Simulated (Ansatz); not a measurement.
## BiN (hypothetical, F-43m): thermal expansion from first principles: finding the static equilibrium

Ansatz 0.2.0; DFT PBE, scalar-relativistic, plane waves, PAW.

The structure is cubic, space group F-43m (No. 216). The conventional cell has a = 5.665 Å, b = 5.665 Å, c = 5.665 Å, α = 90.00°, β = 90.00°, γ = 90.00°. Bi has 4 N at 2.45 Å nearest. Nearest to N lie 4 Bi at 2.45 Å. Farther neighbours and most contacts between anions are not listed.

Relaxation path:

| step | energy less that of the first step (eV) | largest force component (eV/Å) | pressure (GPa) | volume (Å³) |
| --- | --- | --- | --- | --- |
| 1 | 0.0000 | 0.0000 | -4.46 | 45.46 |
| 2 | -0.0119 | 0.0000 | 5.00 | 40.62 |
| 3 | -0.0413 | 0.0000 | -0.40 | 43.04 |
| 4 | -0.0418 | 0.0000 | -0.03 | 42.86 |
| 5* | -0.0391 | 0.0000 | -0.12 | 42.86 |
| 6 | -0.0392 | 0.0000 | 0.00 | 42.80 |
| 7* | -0.0391 | 0.0000 | 0.00 | 42.80 |

Relaxation steps marked * repeat the geometry before them on a plane-wave basis chosen anew for their cell, so energy and pressure can jump there.

Forces are held to the 24 operations that the run works with; a distortion that breaks them can't arise in this run.

| conventional cell, symmetrised | before | after | change |
| --- | --- | --- | --- |
| a (Å) | 5.665 | 5.553 | -2.0 % |
| b (Å) | 5.665 | 5.553 | -2.0 % |
| c (Å) | 5.665 | 5.553 | -2.0 % |
| volume (Å³/atom) | 22.73 | 21.40 | -5.9 % |

The relaxed structure:

```cif
data_structure
_symmetry_space_group_name_H-M 'P 1'
_symmetry_Int_Tables_number 1
_cell_length_a 3.9262
_cell_length_b 3.9262
_cell_length_c 3.9262
_cell_angle_alpha 60.000
_cell_angle_beta 60.000
_cell_angle_gamma 60.000
_cell_volume 42.80
loop_
_atom_site_label
_atom_site_type_symbol
_atom_site_fract_x
_atom_site_fract_y
_atom_site_fract_z
_atom_site_occupancy
Bi1 Bi 0.00000 0.00000 0.00000 1
N2 N 0.25000 0.25000 0.25000 1
```

Numbers from this step:

```
pressure        : -0.004649 GPa
volume per atom : 21.40 Å³
```

Q: Write an input that reproduces this.

The system, level and task follow from the heading and the kind of results. Meshes, cutoffs and thresholds can't be read from the results; these are the ones that the run used.

Input file input.yaml:

```yaml
crystal:
  lattice:
    - [0.0, 2.8327, 2.8327]
    - [2.8327, 0.0, 2.8327]
    - [2.8327, 2.8327, 0.0]
  atoms:
    - { symbol: Bi, position: [0.0, 0.0, 0.0] }
    - { symbol: "N", position: [0.25, 0.25, 0.25] }
kpoints:
  mp_grid: { grid: [14, 14, 14] }
hamiltonian:
  xc: pbe
scf:
  occupations: { method: gaussian, width: 0.1 }
output:
  forces: true
  stress: true
  eigenvalues: true
relax:
  adjacent_minimum: "off"
  f_tol: 0.005
  max_steps: 80
  cell: { stress_tol: 0.05 }
```

Command:

```sh
$ ansatz run input.yaml --threads 4 --pin off --max-ram 8192MiB --backend cpu --events-out ev --progress --plain --runs-dir out
```

[Logs are printed without paths, hosts, clocks, repeated set-up lines and the standing remarks that a program may print on its own settings, such as how far it seeks lower states.]

[Hosts, paths, dates, database ids (printed as entryN), source tags and the programs' standing remarks are cut or masked in the printed files.]

[A step with changed settings may run another functional than the one named; its input shows which.]
